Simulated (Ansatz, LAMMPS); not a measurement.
# Relaxing amorphous 43ZrO2-57SiO2 (mol %) (84 atoms), part 4 of 4

How does amorphous 43ZrO2-57SiO2 (mol %) (84 atoms) relax, and what do bonds, charges and levels look like afterwards?

Ansatz 0.2.0; Kohn-Sham DFT, PBE, PAW (set soft_2), plane waves.

The cell: 12 Zr, 16 Si and 56 O. The quench rate of 50 K/ps is many orders above laboratory rates. The network of bonds at the start is that of the classical potential that made the cell. Only the Γ point is sampled in the main run, in a cell whose shortest periodic width is 11 Å.

So far. Step 4 (Cell and atoms relaxed): The relaxation changed the energy by -61.5 meV/atom, and atoms moved by 0.18 Å r.m.s., 0.56 Å at most. Step 7 (K-mesh 2×2×2): Forces differ from those of the single point at the relaxed geometry by 9.7 meV/Å r.m.s.; the energy by -0.44 meV/atom and the gap by -0.036 eV. It took 3.5 min and 10 cycles; the reference's time can't be set against it, since the two runs asked for unlike analyses.

## 8. Functional HSE06

HSE06 mixes in a quarter of exact exchange at short range, which counters self-interaction, at a higher cost.

This step: Kohn-Sham DFT, HSE06, PAW (set soft_2), plane waves (Ansatz 0.2.0).

Input file input.yaml:

```yaml
crystal:
  lattice:
    - [10.78163, 0.2518, 0.21136]
    - [0.2518, 10.38915, 0.0679]
    - [0.21136, 0.0679, 10.47361]
  atoms:
    [... the 84 atom lines of step 6 ...]
kpoints:
  mp_grid: { grid: [1, 1, 1] }
hamiltonian:
  xc: hse06
scf:
  occupations: { method: fermi_dirac, width: 0.025 }
output:
  forces: true
  stress: true
  populations: true
  dos:
    method: { smearing: { sigma: 0.08 } }
    de: 0.05
    projected: { site_lists: { O: [O], Si: [Si], Zr: [Zr] } }
  eigenvalues: true
```

Started as:

```bash
$ ansatz run input.yaml --threads 4 --pin off --max-ram 8192MiB --backend cpu --events-out ev --progress --plain --runs-dir out
```

Numbers of over 12 decimals in the logs are rounded to 6 here.

The program printed:

```text
Warning: output.stress: scf.convergence.dr2_threshold = 1e-7 eV (the SCF's general default) is looser than the 1.6e-9 eV advised for a printed stress (1e-10 eV for each atom of the cell: 84, of which 16 are counted). What an SCF threshold leaves in a stress goes as its square root, and in the free energy as the threshold itself, and one threshold admits the most on a small cell: [...]
Warning: output.stress: scf.exx.energy_threshold = 1e-6 eV is looser than the 1.6e-7 eV advised for a stress under a hybrid functional (1e-8 eV for each atom of the cell: 84, of which 16 are counted). Every SCF of the exchange loop can meet its threshold on dr2 while the loop round them stops early: [...]
exact exchange: scf.exx.singularity resolves to wigner_seitz, which cuts the screened interaction at the faces of the exchange supercell's Wigner-Seitz cell, so that each pair interacts once, at the shortest of its separations (the periodic images that this leaves out come, [...]
[...]
Crystal: 84 atoms, lattice volume = 1171.999 Å³
Basis set: ecut = 420 eV, 22927 PW (Γ), exchange–correlation on 150×144×144 points (8 copies of the dense FFT grid, shifted against one another)
Bands: 356, of which v1, the nominal top of the filled ones, is band 272 counted from 1 (271 counted from 0)
Symmetry: 1 space group operations
[...]
k-points: 1
[...]
SCF iter   1: F=—  HF=-92262.392288 eV  |F-HF|=—  |Δ(HF+E_count)|=         —  Δρ=3.07e-3  dr2=1.00e-1  ethr=1.77e-3  ⟨swp⟩=17.0  Hψ=1809  notcnv=0
[...]
SCF iter   4: F=—  HF=-92262.425438 eV  |F-HF|=—  |Δ(HF+E_count)|=   3.35e-3  Δρ=5.09e-4  dr2=2.30e-3  ethr=9.94e-7  ⟨swp⟩=4.0  Hψ=785  notcnv=0
SCF iter   5: F=-92262.425680 eV  HF=-92262.425638 eV  |F-HF|=4.23e-5  |Δ(HF+E_count)|=   2.00e-4  Δρ=1.60e-4  dr2=1.80e-4  ethr=4.23e-7  ⟨swp⟩=3.0  Hψ=728  notcnv=0
SCF 1 stopped early in 5 iterations: F = -92262.425680 eV  dr2 = 1.80e-4
[...]
Exchange kernel: α = 0.2500, screened, ω = 0.2079 Å⁻¹, Wigner–Seitz truncation, v(0) = 930.3661 eV·Å³, q-mesh 1×1×1, nearest image of the exchange supercell L = 10.39 Å, pair-density grid 54×50×50, without the augmentation charges, whose exchange is taken in its separable form (sized by the pseudopotential files, [...]
Frozen-core exchange: fock
SCF iter   1: F=—  HF=-92292.280747 eV  |F-HF|=—  |Δ(HF+E_count)|=         —  Δρ=1.05e-2  dr2=2.14e0  ethr=3.31e-7  ⟨swp⟩=13.0  Hψ=2024  notcnv=0
[...]
SCF iter   6: F=—  HF=-92291.840734 eV  |F-HF|=—  |Δ(HF+E_count)|=   2.14e-3  Δρ=2.91e-4  dr2=7.22e-4  ethr=3.10e-7  ⟨swp⟩=5.0  Hψ=878  notcnv=0
SCF iter   7: F=-92291.840571 eV  HF=-92291.840587 eV  |F-HF|=1.61e-5  |Δ(HF+E_count)|=   1.47e-4  Δρ=7.01e-5  dr2=5.48e-5  ethr=1.29e-7  ⟨swp⟩=3.0  Hψ=656  notcnv=0
SCF 2 stopped early in 7 iterations: F = -92291.840571 eV  dr2 = 5.48e-5
  Residual-converged pass: ⟨swp⟩=4.0  Hψ=1123  notcnv=0  max |occ|·‖R‖ = 5.5e-6 eV (tolerance 6.7e-6 eV)  dr2=5.16e-5  dr2_onsite=2.47e-6  max |Δocc| = 0.0e0
[...]
hybrid outer 1: dexx = +2.634e-1 eV, tail = 2.99e-4 eV
[...]
Frozen-core exchange: fock
SCF iter   1: F=—  HF=-92291.838044 eV  |F-HF|=—  |Δ(HF+E_count)|=         —  Δρ=9.01e-5  dr2=9.69e-5  ethr=2.75e-7  ⟨swp⟩=15.0  Hψ=1014  notcnv=0
[...]
SCF iter   5: F=—  HF=-92291.838024 eV  |F-HF|=—  |Δ(HF+E_count)|=   3.49e-8  Δρ=2.29e-6  dr2=2.73e-8  ethr=5.52e-11  ⟨swp⟩=5.0  Hψ=764  notcnv=0  defer=2
SCF iter   6: F=-92291.838024 eV  HF=-92291.838024 eV  |F-HF|=5.97e-10  |Δ(HF+E_count)|=   1.95e-9  Δρ=9.68e-7  dr2=7.49e-9  ethr=4.29e-12  ⟨swp⟩=5.0  Hψ=708  notcnv=0  defer=2
SCF 3 converged in 6 iterations: F = -92291.838024 eV  dr2 = 7.49e-9
[...]
hybrid outer 2: dexx = +2.612e-6 eV, tail = 4.55e-8 eV, Δε = 2.82e-3 eV (about 4.22e-5 eV left of the loop's levels), ΔF = 1.93e-2 eV/Å (tail 1.38e-3)
[...]
Frozen-core exchange: fock
SCF iter   1: F=—  HF=-92291.838024 eV  |F-HF|=—  |Δ(HF+E_count)|=         —  Δρ=1.87e-6  dr2=1.97e-8  ethr=4.18e-11  ⟨swp⟩=20.0  Hψ=1236  notcnv=3
[...]
SCF iter   2: F=-92291.838024 eV  HF=-92291.838024 eV  |F-HF|=1.05e-9  |Δ(HF+E_count)|=   2.60e-9  Δρ=4.99e-7  dr2=1.71e-9  ethr=7.16e-12 (applied; sched 3.54e-12)  ⟨swp⟩=3.0  Hψ=681  notcnv=0
SCF 4 converged in 2 iterations: F = -92291.838024 eV  dr2 = 1.71e-9
[...]
hybrid SCF converged: 3 outer / 15 inner (+5 warm-up), last move |dexx| = 1.07e-9 eV, tail = 3.61e-9 eV
Stability not checked: this state was not tested for a lower state beside it, because the functional holds exact exchange (a hybrid, or Hartree-Fock), whose exchange loop this test does not read (fock_operator; see scf.lower_state_search)
Free energy (F): -92291.838024 eV
Frozen-core exchange: fock
[...]
Internal energy: -92291.838024 eV  (E = F + TS)
E sigma→0 (E₀):  -92291.838024 eV
Fermi energy:    6.175304 eV
[...]
Σ components = -92291.838024   (vs F -92291.838024, Δ=0.00e0)
--- Forces (eV/Å), atoms counted from 1 ---
  atom   1  Zr     0.20008482     0.18033409     0.06138393
  atom   2  Zr    -0.17185358    -0.08697407    -0.08215083
  atom   3  Zr     0.14211168    -0.15039993     0.17124150
  atom   4  Zr    -0.22924603     0.04297682     0.16478173
[...]
atom  84  O     -0.01129995     0.39472981     0.29157168
  max |Σ_I F_I| component: 2.30e-4 eV/Å
--- Stress (GPa, compression-positive) ---
       -4.891917       0.114906      -0.097276
        0.114906      -4.976686      -0.122986
       -0.097277      -0.122989      -5.068009
  P = ⅓ Tr σ = -4.9789 GPa (-49.789 kbar)
--- Band table (eV) ---
[...]
--- Löwdin populations: 84 sites ---
  site symbol       q [e]
     0     Zr     10.2735
     1     Zr     10.2929
     2     Zr     10.3349
[...]
83      O      6.7246
  spilling = 0.009185 (of n_electrons = 544.000000)
```

Wall time 6.3 min (4 threads of Arm Neoverse V1, shared host); peak memory 3.6 GiB; 24 min of CPU time.

The program notes that the exchange threshold is loose for the stress and the SCF threshold is loose for the stress.

Geometry and reference: those of the single point at the relaxed geometry.

Forces differ from those of the single point at the relaxed geometry by 178 meV/Å r.m.s.; the pressure by -5.0 GPa and the gap by +1.6 eV. It took 6.3 min and 20 cycles; the reference's time can't be set against it, since the two runs asked for unlike analyses.

Read from the output:

- free energy: -92291.8380 eV
- free energy per atom: -1098.7124 eV/atom
- SCF cycles: 20
- pressure: -4.979 GPa
- r.m.s. force component: 0.1778 eV/Å
- longest force: 0.6094 eV/Å
- Fermi energy: 6.175 eV
- gap (highest filled to lowest empty level): 5.49 eV
- spilling of the projection: 0.009185

Length of the force by element and coordination:

```tsv
element	coordination	atoms	mean length of the force (eV/Å)	spread	least	most
O	all	56	0.335	0.113	0.122	0.609
O	2	34	0.362	0.117	0.147	0.609
O	3	21	0.298	0.0935	0.122	0.473
O	4	1	0.228	0	0.228	0.228
Si	all	16	0.116	0.0416	0.0363	0.19
Zr	all	12	0.237	0.058	0.132	0.326
Zr	5	2	0.213	0.0636	0.149	0.276
Zr	6	9	0.239	0.058	0.132	0.326
Zr	7	1	0.266	0	0.266	0.266
```

Löwdin charges by element and coordination (they lack the spilled electrons, 0.059 e an atom on average):

```tsv
element	coordination	atoms	mean charge (e)	spread	least	most
O	all	56	-0.782	0.0377	-0.832	-0.689
O	2	34	-0.775	0.0403	-0.830	-0.689
O	3	21	-0.795	0.0301	-0.832	-0.731
O	4	1	-0.760	0	-0.760	-0.760
Si	all	16	1.78	0.0255	1.73	1.84
Zr	all	12	1.70	0.0319	1.63	1.75
Zr	5	2	1.70	0.0221	1.68	1.73
Zr	6	9	1.70	0.0281	1.65	1.75
Zr	7	1	1.63	0	1.63	1.63
```

States in the cell by windows of 1 eV, zero at the Fermi level; the larger projections on atomic orbitals stand beside the total:

```tsv
from (eV)	to (eV)	total	O p	Zr d
-10	-9	8.6	6.1	0.3
-9	-8	22.8	16.7	1.4
-8	-7	36.5	27.5	3.4
-7	-6	52.0	41.5	5.1
-6	-5	58.2	50.2	4.3
-5	-4	69.4	62.8	3.5
-4	-3	58.9	55.5	1.7
-3	-2	9.6	9.1	0.2
-2	2	0.0	0.0	0.0
2	3	5.2	0.5	4.2
3	4	27.7	2.7	21.8
4	5	40.3	5.2	29.6
```

Between -26 and -10 eV lie 132 more states.

The stored curve holds about 448 of the 544 electrons; the rest, give or take the few that broadening carries across the Fermi level, lie in deeper levels below its range.

The levels nearest the highest filled one (over half full), pooled over k-points and spins:

```tsv
level less the highest filled one (eV)	occupation
-0.343	2
-0.225	2
-0.177	2
-0.142	2
-0.0229	2
0	2
5.49	0
5.65	0
5.73	0
5.79	0
6.04	0
6.09	0
```

## 9. Functional r2SCAN (500 eV)

The meta-GGA r2SCAN uses the kinetic energy density as well as the density and its gradient. Besides, the cutoff goes from 420 to 500 eV.

This step: Kohn-Sham DFT, r2SCAN, PAW (set soft_2), plane waves (Ansatz 0.2.0).

Edit input.yaml of step 8 so:

```diff
@@ -10,3 +10,3 @@
 hamiltonian:
-  xc: hse06
+  xc: r2scan
 scf:
```

The program printed:

```text
[...]
Crystal: 84 atoms, lattice volume = 1171.999 Å³
Basis set: ecut = 500 eV, 29733 PW (Γ), exchange–correlation on 320×320×320 points (64 copies of the dense FFT grid, shifted against one another)
Bands: 356, of which v1, the nominal top of the filled ones, is band 272 counted from 1 (271 counted from 0)
Symmetry: 1 space group operations
[...]
k-points: 1
[...]
SCF iter   1: F=—  HF=-92524.978815 eV  |F-HF|=—  |Δ(HF+E_count)|=         —  Δρ=1.03e-2  dr2=1.57e0  dr2_τ=6.05e0  ethr=1.77e-3  ⟨swp⟩=7.0  Hψ=1624  notcnv=0  defer=8
[...]
SCF iter  10: F=—  HF=-92526.622496 eV  |F-HF|=—  |Δ(HF+E_count)|=   6.18e-7  Δρ=2.78e-6  dr2=1.19e-7  dr2_τ=1.17e-8  ethr=1.84e-11  ⟨swp⟩=13.0  Hψ=1872  notcnv=0
SCF iter  11: F=-92526.622496 eV  HF=-92526.622496 eV  |F-HF|=4.32e-8  |Δ(HF+E_count)|=   2.01e-7  Δρ=1.22e-6  dr2=2.40e-8  dr2_τ=1.95e-9  ethr=1.84e-11  ⟨swp⟩=5.0  Hψ=1122  notcnv=0
SCF 1 converged in 11 iterations: F = -92526.622496 eV  dr2 = 2.40e-8
[...]
SCF converged after 11 iterations
Free energy (F): -92526.622496 eV
[...]
Internal energy: -92526.622496 eV  (E = F + TS)
E sigma→0 (E₀):  -92526.622496 eV
Fermi energy:    6.382040 eV
[...]
Σ components = -92526.622496   (vs F -92526.622496, Δ=0.00e0)
--- Forces (eV/Å), atoms counted from 1 ---
  atom   1  Zr     0.07309573     0.02108275    -0.00439915
  atom   2  Zr    -0.01757391    -0.03574245     0.02280490
  atom   3  Zr     0.05402538    -0.01351562     0.00853689
  atom   4  Zr    -0.02517086     0.02259078    -0.02625377
[...]
atom  84  O     -0.17431104     0.28722199     0.25045323
  max |Σ_I F_I| component: 1.05e-4 eV/Å
--- Stress (GPa, compression-positive) ---
       -4.088491       0.032975      -0.003864
        0.032976      -4.104546      -0.072314
       -0.003865      -0.072316      -4.167855
  P = ⅓ Tr σ = -4.1203 GPa (-41.203 kbar)
--- Band table (eV) ---
[...]
--- Löwdin populations: 84 sites ---
  site symbol       q [e]
     0     Zr     10.3421
     1     Zr     10.3572
     2     Zr     10.4015
[...]
83      O      6.7108
  spilling = 0.008880 (of n_electrons = 544.000000)
```

Run time: 59 s. Hardware: 4 threads; peak memory 3.2 GiB; 3.7 min of CPU time.

Geometry and reference: those of the single point at the relaxed geometry.

Forces differ from those of the single point at the relaxed geometry by 155 meV/Å r.m.s.; the pressure by -4.1 GPa and the gap by +0.46 eV. It took 59 s and 11 cycles; the reference's time can't be set against it, since the two runs asked for unlike analyses.

## 10. Functional PBEsol

PBEsol restores the gradient expansion of exchange for slowly varying densities and usually gives shorter bonds in solids than PBE.

This step: Kohn-Sham DFT, PBEsol, PAW (set soft_2), plane waves (Ansatz 0.2.0).

Edit input.yaml of step 9 so:

```diff
@@ -10,3 +10,3 @@
 hamiltonian:
-  xc: r2scan
+  xc: pbesol
 scf:
```

The program printed:

```text
[...]
Crystal: 84 atoms, lattice volume = 1171.999 Å³
Basis set: ecut = 420 eV, 22927 PW (Γ), exchange–correlation on 150×144×144 points (8 copies of the dense FFT grid, shifted against one another)
Bands: 356, of which v1, the nominal top of the filled ones, is band 272 counted from 1 (271 counted from 0)
Symmetry: 1 space group operations
[...]
k-points: 1
[...]
SCF iter   1: F=—  HF=-91002.519080 eV  |F-HF|=—  |Δ(HF+E_count)|=         —  Δρ=1.34e-2  dr2=1.80e0  ethr=1.77e-3  ⟨swp⟩=7.0  Hψ=1512  notcnv=0  defer=8
[...]
SCF iter  10: F=—  HF=-91002.063638 eV  |F-HF|=—  |Δ(HF+E_count)|=   3.33e-7  Δρ=3.78e-6  dr2=1.72e-7  ethr=1.84e-11  ⟨swp⟩=12.0  Hψ=1935  notcnv=0
SCF iter  11: F=-91002.063638 eV  HF=-91002.063638 eV  |F-HF|=1.94e-8  |Δ(HF+E_count)|=   6.71e-8  Δρ=1.44e-6  dr2=2.81e-8  ethr=1.84e-11  ⟨swp⟩=4.0  Hψ=1001  notcnv=0
SCF 1 converged in 11 iterations: F = -91002.063638 eV  dr2 = 2.81e-8
[...]
SCF converged after 11 iterations
Free energy (F): -91002.063638 eV
[...]
Internal energy: -91002.063638 eV  (E = F + TS)
E sigma→0 (E₀):  -91002.063638 eV
Fermi energy:    6.381447 eV
[...]
Σ components = -91002.063638   (vs F -91002.063638, Δ=0.00e0)
--- Forces (eV/Å), atoms counted from 1 ---
  atom   1  Zr     0.03176467     0.01563695     0.05826247
  atom   2  Zr    -0.01498201     0.05572817     0.01220778
  atom   3  Zr    -0.04182187    -0.00699381    -0.04447573
  atom   4  Zr    -0.04405781    -0.06708526     0.07115336
[...]
atom  84  O      0.16232232     0.08995165     0.04645094
  max |Σ_I F_I| component: 4.66e-5 eV/Å
--- Stress (GPa, compression-positive) ---
       -3.607370       0.025707      -0.028309
        0.025707      -3.598274      -0.082749
       -0.028310      -0.082750      -3.643355
  P = ⅓ Tr σ = -3.6163 GPa (-36.163 kbar)
--- Band table (eV) ---
[...]
--- Löwdin populations: 84 sites ---
  site symbol       q [e]
     0     Zr     10.4619
     1     Zr     10.4848
     2     Zr     10.5253
[...]
83      O      6.6574
  spilling = 0.008969 (of n_electrons = 544.000000)
```

The job ended after 24 s (4 threads; peak memory 1.5 GiB; 87 s of CPU time).

Geometry and reference: those of the single point at the relaxed geometry.

Forces differ from those of the single point at the relaxed geometry by 65 meV/Å r.m.s.; the pressure by -3.6 GPa and the gap by -0.047 eV.

## 11. All settings compared

Each row is set against the single point at the relaxed geometry (Kohn-Sham DFT, PBE, PAW (set soft_2), plane waves; r.m.s. force component 0.00772 eV/Å). Energies are set beside the reference only for runs with its functional, potentials and electron count. Times are for 4 threads of Arm Neoverse V1, shared host. The reference's time includes grids, which some other runs skip.

```tsv
run	Δ force, r.m.s. (meV/Å)	Δ energy (meV/atom)	Δ pressure (GPa)	Δ gap (eV)	cycles	time	host memory (GiB)
reference	-	-	-	-	10	23 s	1.5
k-mesh 2×2×2	9.68	-0.444	0.0105	-0.0356	10	3.5 min	5.4
functional HSE06	178	-	-4.99	1.61	20	6.3 min	3.6
functional r2SCAN (500 eV)	155	-	-4.13	0.461	11	59 s	3.2
functional PBEsol	65.2	-	-3.63	-0.0466	11	24 s	1.5
```

## 12. Summary of results

```json
{
 "energy change in the relaxation": "-61.52 meV/atom",
 "r.m.s. displacement": "0.18 Å",
 "largest displacement": "0.559 Å",
 "free energy per atom": "-1098.3620 eV/atom",
 "pressure": "0.01254 GPa",
 "r.m.s. force component": "0.00772 eV/Å",
 "gap (highest filled to lowest empty level)": "3.88 eV",
 "wall time of the 7 DFT runs": "14 min"
}
```

What this shows: Relaxation lowers the energy by 61.5 meV/atom and moves atoms by 0.18 Å r.m.s.; the r.m.s. force component goes from 0.96 to 0.0077 eV/Å. Displacements are taken in the final cell, so they leave out its strain. By the final cutoffs no bond was broken or made. The cell shrank by 2.2 % in volume. From the first step to the last the energy fell by 5.167 eV, across changes of basis, and the largest move was 0.56 Å (O76). The O-Zr bonds go from 2.163 Å (spread 0.153) to 2.150 Å (spread 0.180). Counting bonds as in the table, 61 % of O atoms have 2, all Si atoms have 4 and 75 % of Zr atoms have 6 bonded neighbours. Counting bonds to Si alone, not to Zr, 30 % of the oxygens join two of these atoms and 54 % one; 16 % join none. The highest filled and lowest empty levels differ by 3.88 eV (at Γ alone); a semilocal functional tends to put such gaps too low. In a disordered cell it changes from sample to sample, and tail or defect levels can set it.

Among the changes of functional, dispersion, potentials or spin set against this reference, functional HSE06 moves the forces most, by 178 meV/Å r.m.s. The gap changes by +1.61 eV with HSE06.

What to keep in mind: The starting topology of bonds comes from the classical model; DFT moved the atoms only locally, and no bond changed.

[Logs are printed without paths, hosts, clocks, repeated set-up lines and the standing remarks that a program may print on its own settings, such as how far it seeks lower states.]

[Hosts, paths, dates, database ids (printed as entryN), source tags and the programs' standing remarks are cut or masked in the printed files.]
